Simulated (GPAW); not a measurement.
**How BN absorbs and reflects light**

Wanted: where BN starts to absorb, how strongly, and its refractive index. The cell comes from an older database entry, whose edges can differ from later determinations, mostly by under a per cent.

Program: GPAW 26.7.0. Level of theory: DFT, PBE, plane-wave PAW (GPAW data sets), scalar-relativistic, RPA, optical limit. Results are calculated unless marked as measured.

The database entry behind the starting cell differs from later determinations by our own check (about 0.3 % short, minor phase), so it need not match the best structure at ambient conditions.

## (1) The structure

It takes space group P6_3/mmc (No. 194, hexagonal). Conventional cell: a = 2.498 Å, b = 2.498 Å, c = 6.636 Å, α = 90.00°, β = 90.00°, γ = 120.00°. N has 3 B at 1.44 Å nearest. Nearest to B lie 3 N at 1.44 Å. Farther neighbours and most contacts between anions are not listed.

## (2) Ground state

The self-consistent density comes first; it also tells whether there is a gap, which decides the occupations and the need for a Drude term.

This step: DFT, PBE, plane-wave PAW (GPAW data sets), scalar-relativistic, ground state (GPAW 26.7.0).

The input, gs.py:

```python
from ase import Atoms
from ase.dft.bandgap import bandgap
from gpaw import GPAW, PW, FermiDirac

atoms = Atoms(['N', 'N', 'B', 'B'],
              cell=[[2.498240000000, 0.000000000000, 0.000000000000],
                    [-1.249120000000, 2.163539304800, 0.000000000000],
                    [0.000000000000, 0.000000000000, 6.635700000000]],
              scaled_positions=[[0.666666666700, 0.333333333300, 0.250000000000],
                                [0.333333333300, 0.666666666700, 0.750000000000],
                                [0.666666666700, 0.333333333300, 0.750000000000],
                                [0.333333333300, 0.666666666700, 0.250000000000]],
              pbc=[True, True, True])
atoms.calc = GPAW(mode=PW(500), xc='PBE', kpts={'size': (12, 12, 4), 'gamma': True},
                  occupations=FermiDirac(0.05), maxiter=150, txt='gs.txt')
print('energy (eV)', atoms.get_potential_energy())
print('Fermi level (eV)', atoms.calc.get_fermi_level())
print('valence electrons', atoms.calc.get_number_of_electrons())
print('gap (eV)', bandgap(atoms.calc, output=None)[0])
print('direct gap (eV)', bandgap(atoms.calc, direct=True, output=None)[0])
atoms.calc.write('gs.gpw')
```

On the command line:

```console
$ OMP_NUM_THREADS=1 python gs.py
```

Numbers of over 12 decimals in the logs are rounded to 6 here.

Output:

```text
__  _  _
 | _ |_)|_||  |
 |__||  | ||/\| - 26.7.0

Versions:
  Python: 3.12.14
  ASE:    3.29.0
  Numpy:  2.5.5
  Scipy:  1.18.1
  Libxc:  7.0.0

Input parameters:
  mode=PW(ecut=500.0),
  kpts=MonkhorstPack(size=(12, 12, 4), gamma=True),
  maxiter=150,
  occupations=Occupations(name='fermi-dirac', width=0.05, fixmagmom=False),
  xc=XC(name='PBE')

Diagonalizing LCAO Hamiltonian
Converting LCAO to pw mode

        N B

        B N

Atoms  # Å, Bohr magnetons
|   | symbol |         x |        y |        z |    initial magnetic moments |
| 0 |      N |  1.249120 | 0.721180 | 1.658925 | ( 0.0000,  0.0000,  0.0000) |
| 1 |      N | -0.000000 | 1.442360 | 4.976775 | ( 0.0000,  0.0000,  0.0000) |
| 2 |      B |  1.249120 | 0.721180 | 4.976775 | ( 0.0000,  0.0000,  0.0000) |
| 3 |      B | -0.000000 | 1.442360 | 1.658925 | ( 0.0000,  0.0000,  0.0000) |

Unit cell  # Å
| periodic |         x |        y |        z |  lengths |     angles |
|      yes |  2.498240 | 0.000000 | 0.000000 | 2.498240 |  90.000000 |
|      yes | -1.249120 | 2.163539 | 0.000000 | 2.498240 |  90.000000 |
|      yes |  0.000000 | 0.000000 | 6.635700 | 6.635700 | 120.000000 |

Number of symmetries: 12
Symmetry operations  # r_c * U_cc + t_c -> r_c
|    | kind |            matrix            |
|  0 |  σ   |  1, 1, 0,  0,-1, 0,  0, 0, 1 |
|  1 |  S6  |  1, 1, 0, -1, 0, 0,  0, 0,-1 |
|  2 |  E   |  1, 0, 0,  0, 1, 0,  0, 0, 1 |
|  3 |  C2  |  1, 0, 0, -1,-1, 0,  0, 0,-1 |
|  4 |  C2  |  0, 1, 0,  1, 0, 0,  0, 0,-1 |
|  5 |  C3  |  0, 1, 0, -1,-1, 0,  0, 0, 1 |
|  6 |  S6  |  0,-1, 0,  1, 1, 0,  0, 0,-1 |
|  7 |  σ   |  0,-1, 0, -1, 0, 0,  0, 0, 1 |
|  8 |  σ   | -1, 0, 0,  1, 1, 0,  0, 0, 1 |
|  9 |  i   | -1, 0, 0,  0,-1, 0,  0, 0,-1 |
| 10 |  C3  | -1,-1, 0,  1, 0, 0,  0, 0, 1 |
| 11 |  C2  | -1,-1, 0,  0, 1, 0,  0, 0,-1 |

BZ-sampling:
  Number of BZ points: 576
  Number of IBZ points: 69

  Monkhorst-Pack size: [12, 12, 4]
  Monkhorst-Pack shift: [0.041667, 0.041667, 0.125]

K-points  # in reciprocal-cell coordinates
|     |                                coordinates |     weight |
|   0 | ( -0.00000000,  -0.00000000,   0.00000000) | 0.00173611 |
|   1 | ( -0.00000000,  -0.00000000,   0.25000000) | 0.00347222 |
|   2 | ( -0.00000000,  -0.00000000,   0.50000000) | 0.00173611 |
|   3 | (  0.08333333,  -0.00000000,  -0.25000000) | 0.01041667 |
|   4 | (  0.08333333,  -0.00000000,   0.00000000) | 0.01041667 |
|   5 | (  0.08333333,  -0.00000000,   0.25000000) | 0.01041667 |
|   6 | (  0.08333333,  -0.00000000,   0.50000000) | 0.01041667 |
|   7 | (  0.16666667,  -0.08333333,   0.00000000) | 0.01041667 |
|   8 | (  0.16666667,  -0.08333333,   0.25000000) | 0.02083333 |
|   9 | (  0.16666667,  -0.08333333,   0.50000000) | 0.01041667 |
| ... |                                            |            |
|  68 | (  0.50000000,   0.50000000,   0.50000000) | 0.00520833 |

Plane wave coefficients: 938
Cutoff: 500.0 eV

Spin-components: 1 (collinear spins)
Bands:           14
Projectors:      20
Spin-degeneracy: 2
Datatype:        complex128

Parallelization:
  kpt:    1
  domain: 1
  band:   1

Density:
  Valence electrons: 16.0
  Components: 1
  Grid points: [14 14 35]
  Charge: 0.0  # |e|

Potential:
  Grid points: [14 14 35]

species:
  N:
    name:    Nitrogen
    id:
    Z:       7.0
    valence: 5
    core:    2
    charge:  0.0  # [|e|]
    compensation charges:
      type: gauss
      rc: 0.18  # [Å]
      lmax: 2
    cutoffs:
      filter: 1.11  # [Å]
      core: 0.96  # [Å]
    projectors
    | kind |    occ | energy [eV] | rcut [Å] |
    |   2s |  2.000 |     -18.583 |    0.603 |
    |   2p |  3.000 |      -7.089 |    0.529 |
    |    s |        |       8.629 |    0.603 |
    |    p |        |      20.123 |    0.529 |
    |    d |        |       0.000 |    0.577 |

    Using partial waves for N as LCAO basis

  B:
    name:    Boron
    id:
    Z:       5.0
    valence: 3
    core:    2
    charge:  0.0  # [|e|]
    compensation charges:
      type: gauss
      rc: 0.20  # [Å]
      lmax: 2
    cutoffs:
      filter: 1.14  # [Å]
      core: 1.38  # [Å]
    projectors
    | kind |    occ | energy [eV] | rcut [Å] |
    |   2s |  2.000 |      -9.443 |    0.635 |
    |   2p |  1.000 |      -3.606 |    0.635 |
    |    s |        |      17.768 |    0.635 |
    |    p |        |      23.605 |    0.635 |
    |    d |        |       0.000 |    0.635 |

    Using partial waves for B as LCAO basis

Reference energy: -4302.422143  # eV

eigensolver:
  PPCG
  Converge bands: occupied
  niter=2

density mixing:
  MSR1-Mixer
  Pratt-step length: 0.05
  Maximum mixing coefficient: 0.75
  Old densities: 10
  SVD Regularization: 0.005
  Good broyden scale: 1.0
  Trust region scale: 1.0
  Backstep threshold: 4.0
  History deletion threshold: 6.0
  Fourier metric: weight=20.0, sigma=0.015

occupation numbers:
  Fermi-Dirac:
    width: 0.0500  # eV

poisson solver:
  ecut: 4000.0  # eV

xc functional:
  name: PBE with 2 nearest neighbor stencil

convergence criteria:
- Maximum [total energy] change in last 3 cyles: 0.0005 eV / valence electron
- Maximum integral of absolute [dens]ity change: 0.0001 electrons / valence electron
- Maximum integral of absolute [eigenst]ate change: 4e-08 eV^2 / valence electron
maximum number of iterations: 150

SCF iterations
|iter     |      energy | eigst |  dens |
|iter:   1||  -36.843746 | +0.45 |       |
|iter:   2||  -36.285587 | -1.28 | -0.66 |
|iter:   3||  -34.037227 | -0.58 | -0.70 |
|iter:   4||  -33.991862 | -2.03 | -1.33 |
|iter:   5||  -33.990305 | -2.92 | -1.71 |
|iter:   6||  -33.990654c| -4.16 | -2.33 |
|iter:   7||  -33.990647c| -5.51 | -3.24 |
|iter:   8||  -33.990648c| -6.98 | -3.92 |
|iter:   9||  -33.990648c| -7.75c| -4.66c|

Converged in 9 steps
SCF loop duration: 13.929 s (1.548 s/step)
Energy contributions relative to reference atoms: (reference = -4302.422143)

Energy contributions:
  Kinetic:          29.947337
  Coulomb:         -28.918042
  Zero:             -0.132859
  External:          0.000000
  Xc:              -34.887085
  Entropy:          -0.000000
  Spinorbit:         0.000000
  ----------------------------
  Free energy:     -33.990648
  Extrapolated:    -33.990648

dipole moment: (0.000000, 0.000000, 0.000001)  # |e|*Ang

Fermi level: 5.127
Eigenvalues  # (at kpt = [-0.000, -0.000, 0.000])
| band index |      eig [eV] | occ [0-2] |
|          0 |       -13.833 |     2.000 |
|          1 |       -13.542 |     2.000 |
|          2 |        -2.149 |     2.000 |
|          3 |        -0.012 |     2.000 |
|          4 |         2.785 |     2.000 |
|          5 |         2.786 |     2.000 |
|          6 |         2.863 |     2.000 |
|          7 |         2.864 |     2.000 |
|          8 |         9.332 |     0.000 |
|          9 |        14.538 |     0.000 |
|         10 |        15.718 |     0.000 |
|         11 |        15.718 |     0.000 |
|         12 |        16.364 |     0.000 |
|         13 |        17.296 |     0.000 |

Gap: 4.258 eV
Transition (v -> c):
  (s=0, k=35, n=7, [0.33, 0.33, 0.50]) -> (s=0, k=66, n=8, [0.50, 0.50, 0.00])
Direct/indirect transitions are different
Direct gap: 4.631 eV
Transition at: (s=0, k=35, n=7, [0.33, 0.33, 0.50])

--- standard output ---
energy (eV) -33.990648
Fermi level (eV) 5.126945
valence electrons 16.0
gap (eV) 4.257603
direct gap (eV) 4.630890
```

It took 16 s on 1 thread of Arm Neoverse V1, shared host; peak memory 0.15 GiB.

Numbers from this step:

```
energy                 : -33.99 eV
Fermi energy           : 5.127 eV
gap on the k-mesh      : 4.258 eV
direct gap on the mesh : 4.631 eV
electrons              : 16
```

There is a gap, 4.26 eV on this mesh (points off the mesh can give less), so no carriers' term is needed.

## (3) Bands for the response

At the fixed density, many empty bands are solved on the mesh of the response, since the spectrum sums over them.

This step: DFT, PBE, plane-wave PAW (GPAW data sets), scalar-relativistic, bands at fixed density (GPAW 26.7.0).

The input, nscf.py:

```python
from ase.dft.bandgap import bandgap
from gpaw import GPAW, FermiDirac

calc = GPAW('gs.gpw').fixed_density(kpts={'size': (18, 18, 6), 'gamma': True}, nbands=46, convergence={'bands': 40},
                                    occupations=FermiDirac(0.001), txt='nscf.txt')
print('gap (eV)', bandgap(calc, output=None)[0])
print('direct gap (eV)', bandgap(calc, direct=True, output=None)[0])
print('top band over the Fermi level (eV)', min(calc.get_eigenvalues(kpt=k)[39] for k in range(len(calc.get_ibz_k_points()))) - calc.get_fermi_level())
calc.write('full.gpw', mode='all')
```

On the command line:

```console
$ OMP_NUM_THREADS=1 python nscf.py
```

Output:

```text
Diagonalizing LCAO Hamiltonian
Converting LCAO to pw mode
convergence criteria:
- Maximum integral of absolute [eigenst]ate change: 4e-08 eV^2 / valence electron
maximum number of iterations: 150

SCF iterations
|iter     |      energy | eigst |  dens |
|iter:   1||             | +3.69 |       |
|iter:   2||             | +2.45 |       |
|iter:   3||             | +1.44 |       |
|iter:   4||             | +0.39 |       |
|iter:   5||             | -0.59 |       |
|iter:   6||             | -1.55 |       |
|iter:   7||             | -2.43 |       |
|iter:   8||             | -3.31 |       |
|iter:   9||             | -4.15 |       |
|iter:  10||             | -5.00 |       |
|iter:  11||             | -5.80 |       |
|iter:  12||             | -6.55 |       |
|iter:  13||             | -7.22 |       |
|iter:  14||             | -7.71c|       |
SCF steps: 14
  __  _  _
 | _ |_)|_||  |
 |__||  | ||/\| - 26.7.0

Versions:
  Python: 3.12.14
  ASE:    3.29.0
  Numpy:  2.5.5
  Scipy:  1.18.1
  Libxc:  7.0.0

Input parameters:
  mode=PW(ecut=500.0),
  convergence={'bands': 40},
  gpts=array([14, 14, 35]),
  kpts=MonkhorstPack(size=(18, 18, 6), gamma=True),
  maxiter=150,
  nbands=46,
  occupations=Occupations(name='fermi-dirac', width=0.001, fixmagmom=False),
  parallel={},
  xc=XC(name='PBE')

--- standard output ---
gap (eV) 4.220983
direct gap (eV) 4.630890
top band over the Fermi level (eV) 41.394101
```

Run time: 3.2 min. Hardware: 1 thread; peak memory 0.32 GiB.

Numbers from this step:

```
gap on the k-mesh : 4.221 eV
```

(Continued in part 2 of 2.)

[Machine, clock and banner lines and Python warnings are left out of the logs.]

[Logs are printed without paths, hosts, clocks, repeated set-up lines and the standing remarks that a program may print on its own settings, such as how far it seeks lower states.]

[Hosts, paths, dates, database ids (printed as entryN), source tags and the programs' standing remarks are cut or masked in the printed files.]
